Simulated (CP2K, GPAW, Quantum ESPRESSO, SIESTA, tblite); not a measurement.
**Other levels on amorphous carbon (160 atoms)**

Density of this cell: 1.70 g/cm³. The cell holds 160 atoms: 160 C. Cell: a = 12.341 Å, b = 12.341 Å, c = 12.341 Å, α = 90.0°, β = 90.0°, γ = 90.0°. 160 atoms (160 C) placed at random at 1.7 g/cm³, melted at 6000 K for 10 ps at fixed volume with the LCBOP (Los and Fasolino, Phys. Rev. B 68, 024107 (2003)). Quenched from 4800 K to 100 K at 500 K/ps and fixed volume, held 5 ps. Then every atom was moved at random, 0.03 Å r.m.s. a Cartesian component.

Geometry: as built.

The reference, a calculation:

```
method                 : Kohn-Sham DFT, PBE, SSSP efficiency 1.3.0 pseudopotentials, plane waves (Quantum ESPRESSO 7.5); sssp-pbe-1.3.0-efficiency, cutoffs 45/360 Ry, Γ point
r.m.s. force component : 2.02 eV/Å
longest force          : 9.989 eV/Å
pressure               : -10.11 GPa
time                   : 5.2 min on 4 MPI ranks of Arm Neoverse V1, shared host
CPU time               : 21 min
```

**Question.** The same geometry is run in other programs. How far does each lie from the reference, and what does it cost?
- SIESTA PBE, SZ, shift 0.01 Ry, mesh 300 Ry (SIESTA 5.4.2; 1 thread)
- CP2K PBE, DZVP-UZH, 450/50 Ry, diagonalisation (CP2K 2026.2; 4 MPI ranks)
- tblite GFN2-xTB (tblite 0.8.0; 1 thread)
- GPAW PBE, LCAO sz(dzp), h 0.2 Å (GPAW 26.7.0; 1 thread)
- GPAW PBE, LCAO dzp, h 0.2 Å (GPAW 26.7.0; 4 MPI ranks)
- CP2K PBE, DZVP-UZH, 157/50 Ry, diagonalisation (CP2K 2026.2; 4 MPI ranks)
- SIESTA PBE, DZP, shift 0.01 Ry, mesh 300 Ry (SIESTA 5.4.2; 4 MPI ranks)
- CP2K PBE, SZV-MOLOPT-SR, 450/50 Ry, diagonalisation (CP2K 2026.2; 2 threads)
- tblite GFN1-xTB (tblite 0.8.0; 1 thread)
- SIESTA PBE, DZP, shift 0.01 Ry, mesh 150 Ry (SIESTA 5.4.2; 4 MPI ranks)

Differences are against the plane-wave reference, forces as r.m.s. over components; share is that over the reference's r.m.s. force, slope the least-squares factor from reference forces to these. Total energies of different programs have different zeros and aren't compared.

| run | Δ force, r.m.s. (meV/Å) | share (%) | slope | Δ pressure (GPa) | cores | CPU time | memory (GiB) |
| --- | --- | --- | --- | --- | --- | --- | --- |
| reference | - | - | - | - | 4 | 21 min | 7.0 |
| SIESTA PBE, SZ, shift 0.01 Ry, mesh 300 Ry (coarse) | 1032 | 51.1 | 1.190 | 24.2 | 1 | 3 min | 0.94 |
| CP2K PBE, DZVP-UZH, 450/50 Ry, diagonalisation | 47.2 | 2.34 | 1.014 | 0.868 | 4 | 18 min | 4.8 |
| tblite GFN2-xTB | 350 | 17.3 | 1.018 | -7.73 | 1 | 17 s | 0.16 |
| GPAW PBE, LCAO sz(dzp), h 0.2 Å (coarse) | 859 | 42.5 | 1.146 | - | 1 | 2.1 min | 1.0 |
| GPAW PBE, LCAO dzp, h 0.2 Å | 196 | 9.71 | 1.032 | - | 4 | 16 min | 3.4 |
| CP2K PBE, DZVP-UZH, 157/50 Ry, diagonalisation (coarse) | 60.1 | 2.98 | 1.016 | 0.894 | 4 | 15 min | 2.2 |
| SIESTA PBE, DZP, shift 0.01 Ry, mesh 300 Ry | 294 | 14.6 | 1.055 | 5.09 | 4 | 14 min | 2.7 |
| CP2K PBE, SZV-MOLOPT-SR, 450/50 Ry, diagonalisation (coarse) | 680 | 33.7 | 1.304 | 5.72 | 2 | 6.8 min | 3.4 |
| tblite GFN1-xTB | 360 | 17.8 | 1.036 | -5.44 | 1 | 7.2 s | 0.15 |
| SIESTA PBE, DZP, shift 0.01 Ry, mesh 150 Ry (coarse) | 294 | 14.6 | 1.055 | 5.09 | 4 | 6.7 min | 1.7 |

Rows marked coarse were listed beforehand as settings not expected to be converged; some can still land near the reference.

CPU time is summed over cores on a shared host, where runs went side by side, so it is rough. Symmetry, cutoffs, thresholds, outputs and thread counts weren't matched or tuned between programs; memory under MPI is the largest rank's times the ranks.

The PBE runs in local orbitals, coarse settings apart, differ by 2.3 % (CP2K PBE, DZVP-UZH, 450/50 Ry, diagonalisation) to 15 % (SIESTA PBE, DZP, shift 0.01 Ry, mesh 300 Ry); basis, grid and potentials can all enter. Tight binding differs by 17 % (tblite GFN2-xTB) to 18 % (tblite GFN1-xTB); it is another model, with fitted parameters of its own, and the xTB methods hold dispersion. Runs with settings chosen to be coarse differ by 3.0 % (CP2K PBE, DZVP-UZH, 157/50 Ry, diagonalisation) to 51 % (SIESTA PBE, SZ, shift 0.01 Ry, mesh 300 Ry), their programs' other errors included. Of the electronic-structure runs that take under half the reference's CPU time, SIESTA PBE, DZP, shift 0.01 Ry, mesh 150 Ry comes nearest, at 15 % in 6.7 min against 21 min; its pressure misses by +5.1 GPa. Periodic xTB results under one method name differ between programs and library versions. Forces of 2.0 eV/Å r.m.s. are well above thermal ones: they come largely from the bond lengths of the classical model and from the random displacements, and they dominate the comparison. The network of bonds at the start is that of the classical potential that made the cell, and needn't be the one that DFT or experiment would give. The electronic-structure runs sample only Γ, in a cell whose shortest periodic width is 12 Å, which is coarse for a cell with partly filled levels.

[Logs are printed without paths, hosts, clocks, repeated set-up lines and the standing remarks that a program may print on its own settings, such as how far it seeks lower states.]

[Hosts, paths, dates, database ids (printed as entryN), source tags and the programs' standing remarks are cut or masked in the printed files.]
